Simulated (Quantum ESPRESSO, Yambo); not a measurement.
# A GW chain in Yambo: CdF2 (Fm-3m), part 3 of 3

How does a plane-wave GW calculation on CdF2 (Fm-3m) run from the first input to the gap?

Quantum ESPRESSO 7.5 and Yambo 5.3.0; PBE and many-body steps on it, plane waves. Known limits of the many-body steps: not at the basis limit; d shell near the gap, gap tends to lie low; no spin-orbit coupling; coarse k mesh.

So far. Step 3 (Bands along the symmetry lines): The gap is 3.124 eV, −0.019 eV from the run before at this level. Step 4 (Empty states on the mesh, 4×4×4 mesh, 478 bands): On this mesh the gap is 3.124 eV.

### 6. Screening and self-energy, 4×4×4 mesh, 478 bands, screening to 353.7 eV

Now the one-shot GW correction: screening in the RPA, then the self-energy of the levels asked for.

This step: G0W0 on PBE, plane waves, norm-conserving pseudopotentials.

Input file gw3.in:

```
HF_and_locXC
gw0
dyson
ppa
em1d
rim_cut
RandQpts= 1000000
RandGvec= 1 RL
EXXRLvcs= 94 Ry
VXCRLvcs= 376 Ry
Chimod= "HARTREE"
% BndsRnXp
 1 | 478 |
%
NGsBlkXp= 26 Ry
% LongDrXp
 1 | 1 | 1 |
%
% GbndRnge
 1 | 478 |
%
DysSolver= "n"
ExtendOut
PPAPntXp= 27.21138 eV
% QPkrange
 8 | 8 | 16 | 19 |
 1 | 1 | 16 | 19 |
%
```

The run is started by

```bash
OMP_NUM_THREADS=1 mpirun -n 4 yambo -F gw3.in -J gw3 -C gw3 > gw3.log
```

What it wrote:

```text
 Yambo, version 5.3.0

 [02] CORE Variables Setup
 =========================

  [... cell, symmetries and grids as in the set-up ...]

  [02.05] Energies & Occupations
  ==============================

  [X] === General ===
  [X] Electronic Temperature                        :  0.000000  0.000000 [eV K]
  [X] Bosonic    Temperature                        :  0.000000  0.000000 [eV K]
  [X] Finite Temperature mode                       : no
  [X] El. density                                   :  0.86947E+24 [cm-3]
  [X] Fermi Level                                   :  6.529887 [eV]

  [X] === Gaps and Widths ===
  [X] Conduction Band Min                           :  3.123994 [eV]
  [X] Valence Band Max                              :  0.000000 [eV]
  [X] Filled Bands                                  :  17
  [X] Empty Bands                                   :    18   478
  [X] Direct Gap                                    :  3.619366 [eV]
  [X] Direct Gap localized at k                     :  1
  [X] Indirect Gap                                  :  3.123994 [eV]
  [X] Indirect Gap between kpts                     :   8   1
  [X] Last valence band width                       :  0.495373 [eV]
  [X] 1st conduction band width                     :  4.976967 [eV]

 [03] Transferred momenta grid and indexing
 ==========================================

 IBZ Q-points                                      :   8
 BZ  Q-points                                      :   64

 K/Q-points units:
 rlu = crystal or reduced units; cc = cartesian coordinates; iku = interal k-units

 Q [1]          [rlu]:  0.000000  0.000000  0.000000
 Q [2]          [rlu]:  0.14198E-16 -0.27435E-16  0.25000
 Q [3]          [rlu]: -0.28396E-16  0.54870E-16 -0.50000
 Q [4]          [rlu]:  0.65886E-17  0.25000      0.25000
 Q [5]          [rlu]: -0.68688E-17  0.25000      0.50000
 Q [6]          [rlu]:  0.27115E-16  0.25000     -0.25000
 Q [7]          [rlu]: -0.13177E-16 -0.50000     -0.50000
 Q [8]          [rlu]:  0.250000 -0.500000 -0.250000

 [04] Coloumb potential Random Integration (RIM)
 ===============================================

  [04.01] RIM initialization
  ==========================

  * Diagonal components only detected *

  8 x (sBL volume)        :  0.117498 [a.u.]
  sBZ random points       :  1000000
  Points outside the sBZ  :   7999624
  RL volume               :  0.939984 [a.u.]
  Integrated volume       :  0.940028 [a.u.]

  [04.02] RIM integrals
  =====================

  Gamma point sphere radius             :  0.088844 [a.u.]
  Points outside the sphere             :   799635
  [Int_sBZ(q=0) 1/q^2]*(Vol_sBZ)^(-1/3) =:  7.763403
                                 should be <:  7.795600

  Summary of Coulomb integrals for non-metallic bands |Q|[au] RIM/Bare

  Q [1] 0.100000E-4 0.995870 * Q [2] 0.267211 1.065611
  Q [4] 0.308548 1.063726 * Q [6] 0.436353 1.025826
  Q [5] 0.511670 1.019349 * Q [3] 0.534422 1.016307
  Q [7] 0.617097 1.012926 * Q [8] 0.689935 1.009939

 [05] Dipoles
 ============

  [05.01] Setup: observables and procedures
  =========================================

 [06] Dynamic Dielectric Matrix (PPA)
 ====================================

 [WR./gw3//ndb.pp]---------------------------------------------------------------
  Brillouin Zone Q/K grids (IBZ/BZ)                :    8   64    8   64
  RL vectors                                       :   4957 [WF]
  Coulomb cutoff potential                         : none
  Electronic Temperature                           :  0.000000 [K]
  Bosonic    Temperature                           :  0.000000 [K]
  PPA    diel. fun.  energies                      : Perdew, Burke & Ernzerhof(X)+Perdew, Burke & Ernzerhof(C)
  wavefunctions                                    : Perdew, Burke & Ernzerhof(X)+Perdew, Burke & Ernzerhof(C)
  Global Gauge                                     : length
  X matrix size                                    :   645
  X band range                                     :     1   478
  X e/h energy range                               : -1.000000 -1.000000 [eV]
  X Time ordering                                  : R
  X Hxc Kernel                                     : HARTREE
  X Drude frequency                                :  0.000000  0.000000
  X poles                                          :  100.0000 [o/o]
  RL vectors in the sum                            :   4957
  [r,Vnl] included                                 : yes
  Field direction                                  :  0.577350E-5  0.577350E-5  0.577350E-5
  BZ energy Double Grid                            : no
  BZ energy DbGd points                            : 0
  BZ Q point size factor                           : -1.000000
  X Optical Averaged directions                    : none

 [07] Local Exchange-Correlation + Non-Local Fock
 ================================================

 [VXC] Plane waves :   32647
 [EXS] Plane waves :   4111

 QP @ state[ 1 ] K range:  1  1
 QP @ state[ 1 ] b range:  16  19
 QP @ state[ 2 ] K range:   8   8
 QP @ state[ 2 ] b range:  16  19

 [xc] Functional : Perdew, Burke & Ernzerhof(X)+Perdew, Burke & Ernzerhof(C)
 [xc] LIBXC used to calculate xc functional
  PP Number of Atomic Species                      :  2
  NLCC RL compoments                               :   32647
  PP Number of Atomic Species                      :  2
  NLCC RL compoments                               :   32647

 [xc] E_xc :  -24.65860 [Ha]
      E_xc :  -49.31721 [Ry]

  Local XC kind (lXC) : Perdew, Burke & Ernzerhof(X)+Perdew, Burke & Ernzerhof(C)
  Non-Local XC kind (nlXC) : Hartree-Fock

  Corrections @ K [1] :  [eV]
 <16|nlXC|16> = -32.28243  0.83992E-17 <16|lXC|16> = -24.99306  0.000000
 <17|nlXC|17> = -32.28237 -0.16456E-16 <17|lXC|17> = -24.99306  0.000000
 <18|nlXC|18> = -7.990550  0.16803E-17 <18|lXC|18> = -12.40280  0.000000
 <19|nlXC|19> = -4.689356 -0.82543E-18 <19|lXC|19> = -10.20232  0.94408E-16

  Corrections @ K [8] :  [eV]
 <16|nlXC|16> = -30.52773  0.14086E-16 <16|lXC|16> = -23.13818  0.18882E-15
 <17|nlXC|17> = -31.53442  0.92918E-17 <17|lXC|17> = -24.39237 -0.11801E-16
 <18|nlXC|18> = -10.76329  0.19865E-17 <18|lXC|18> = -16.75171  0.000000
 <19|nlXC|19> = -6.368119 -0.64711E-18 <19|lXC|19> = -10.95815  0.94408E-16

  [07.01] Hartree-Fock occupations report
  =======================================

  [Hartree-Fock] === General ===
  [Hartree-Fock] Electronic Temperature             :  0.000000  0.000000 [eV K]
  [Hartree-Fock] Bosonic    Temperature             :  0.000000  0.000000 [eV K]
  [Hartree-Fock] Finite Temperature mode            : no
  [Hartree-Fock] El. density                        :  0.86947E+24 [cm-3]
  [Hartree-Fock] Fermi Level                        :  6.529887 [eV]

  [Hartree-Fock] === Gaps and Widths ===
  [Hartree-Fock] Conduction Band Min                :  4.990525 [eV]
  [Hartree-Fock] Valence Band Max                   : -0.088828 [eV]
  [Hartree-Fock] Filled Bands                       :  17
  [Hartree-Fock] Empty Bands                        :    18   478
  [Hartree-Fock] Direct Gap                         :  5.439230 [eV]
  [Hartree-Fock] Direct Gap localized at k          :  2
  [Hartree-Fock] Indirect Gap                       :  5.079353 [eV]
  [Hartree-Fock] Indirect Gap between kpts          :   7   2
  [Hartree-Fock] Last valence band width            :  7.695860 [eV]
  [Hartree-Fock] 1st conduction band width          :  9.098857 [eV]

 [08] Dyson equation: Newton solver
 ==================================

  [08.01] G0W0 (W PPA)
  ====================

  [  GW  ] Bands range     :     1   478
  [GW/PPA] G damping       :  0.100000 [eV]

  QP @ state[ 1 ] K range:  1  1
  QP @ state[ 1 ] b range:  16  19
  QP @ state[ 2 ] K range:   8   8
  QP @ state[ 2 ] b range:  16  19

   Sc/G bands                                       :     1   478
   Sc/G damping                                     :  0.100000 ev
   Sc bands terminator                              : no
   Sx RL components                                 :   4111

   QP @ state[ 1 ] K range                          :  1  1
   QP @ state[ 1 ] b range                          :  16  19
   QP @ state[ 2 ] K range                          :   8   8
   QP @ state[ 2 ] b range                          :  16  19
   GF energies kind                                 : Perdew, Burke & Ernzerhof(X)+Perdew, Burke & Ernzerhof(C)
   GF WF`s kind                                     : Perdew, Burke & Ernzerhof(X)+Perdew, Burke & Ernzerhof(C)
   Xs energies kind                                 : Perdew, Burke & Ernzerhof(X)+Perdew, Burke & Ernzerhof(C)
   Xs WF`s kind                                     : Perdew, Burke & Ernzerhof(X)+Perdew, Burke & Ernzerhof(C)

 [11] Game Over & Game summary
```

Elapsed: 31 min, on 4 MPI ranks of Intel Xeon 6975P-C (Granite Rapids), shared host; peak memory 2.8 GiB.

This step gave:

```yaml
g0w0_gap_on_the_points_computed: 5.540 eV
starting_gap_on_the_mesh: 3.124 eV
k_of_the_valence_top: 0.25, -0.5, -0.25
k_of_the_conduction_bottom: 0, 0, 0
least_direct_g0w0_gap_on_the_computed_points: 6.296 eV
z_at_the_valence_top: 0.7915
z_at_the_conduction_bottom: 0.8676
```

The gap on the mesh goes from 3.12 eV to 5.54 eV, a correction of +2.42 eV.

Limits: finite bands, cutoff and mesh; d shell near the gap, gap tends to lie low; no spin-orbit coupling; coarse k mesh. v1 is the top filled band, c1 the lowest empty one. The levels before and after the correction (eV, zero at the valence-band top of each column):

```csv
,conduction bottom,valence top
Kohn-Sham,3.12,0.00
G0W0,5.54,0.00
```

```csv
,level,energy (eV)
Kohn-Sham,Γ v2-v1,-0.495
Kohn-Sham,Γ c1,3.124
Kohn-Sham,Γ c2,12.741
Kohn-Sham,(0.25 -0.5 -0.25) v2,-0.599
Kohn-Sham,(0.25 -0.5 -0.25) v1,0.000
Kohn-Sham,(0.25 -0.5 -0.25) c1,8.101
Kohn-Sham,(0.25 -0.5 -0.25) c2,11.529
G0W0,Γ v2-v1,-0.757
G0W0,Γ c1,5.540
G0W0,Γ c2,15.349
G0W0,(0.25 -0.5 -0.25) v2,-0.604
G0W0,(0.25 -0.5 -0.25) v1,0.000
G0W0,(0.25 -0.5 -0.25) c1,11.411
G0W0,(0.25 -0.5 -0.25) c2,13.985
```

### 7. Where the time went

Times are wall times on the hardware named with each run, good to a factor of about two.

```csv
step,time,share,memory (GiB)
ground state,6.1 s,0 %,0.3
bands along the symmetry lines,4.5 s,0 %,0.27
empty states on the mesh,50 s,3 %,0.99
conversion and set-up,3 s,0 %,0.25
screening and self-energy,31 min,97 %,2.8
```

### 8. Summary of results

```json
{"PBE gap": "3.12 eV, indirect", "G0W0 gap on the mesh": "5.54 eV", "GW settings": "4×4×4 mesh, 478 bands, screening to 353.7 eV, Godby-Needs plasmon pole", "known limits": "not at the basis limit; d shell near the gap, gap tends to lie low; no spin-orbit coupling; coarse k mesh"}
```

**Reading.** G0W0 moves the gap on the mesh from 3.12 eV to 5.54 eV (+2.42 eV), with Z of 0.79 and 0.87 at the edges. Only 2 of the mesh's irreducible points were corrected, so a valley elsewhere could overtake. The dearest step here is «screening and self-energy». Bands and cutoff are finite, so the gap is not at the basis limit. The miss can reach some tenths of an eV and take either sign; the mesh is an error of its own. In the G0W0 run levels were corrected at 2 k points alone, so a gap called «on the mesh» is the least over those, and an edge elsewhere would be missed. The 4×4×4 mesh is coarse for this cell, which bears on the long-range parts of exchange and screening. A d shell, filled or nearly so, lies near the gap. One-shot GW converges very slowly in bands there, not always from below, and on a semilocal start the gap tends to come out low; starts rich in exact exchange can overshoot instead. The many-body steps are scalar-relativistic: spin-orbit coupling is not in them.

[Paths, hosts, dates, memory and timing lines, banners, echoed tables and standing remarks are left out of the program output.]

[Logs are printed without paths, hosts, clocks, repeated set-up lines and the standing remarks that a program may print on its own settings, such as how far it seeks lower states.]

[Runs of the session that timed out or met a known fault of the program may be left out.]

[Hosts, paths, dates, database ids (printed as entryN), source tags and the programs' standing remarks are cut or masked in the printed files.]
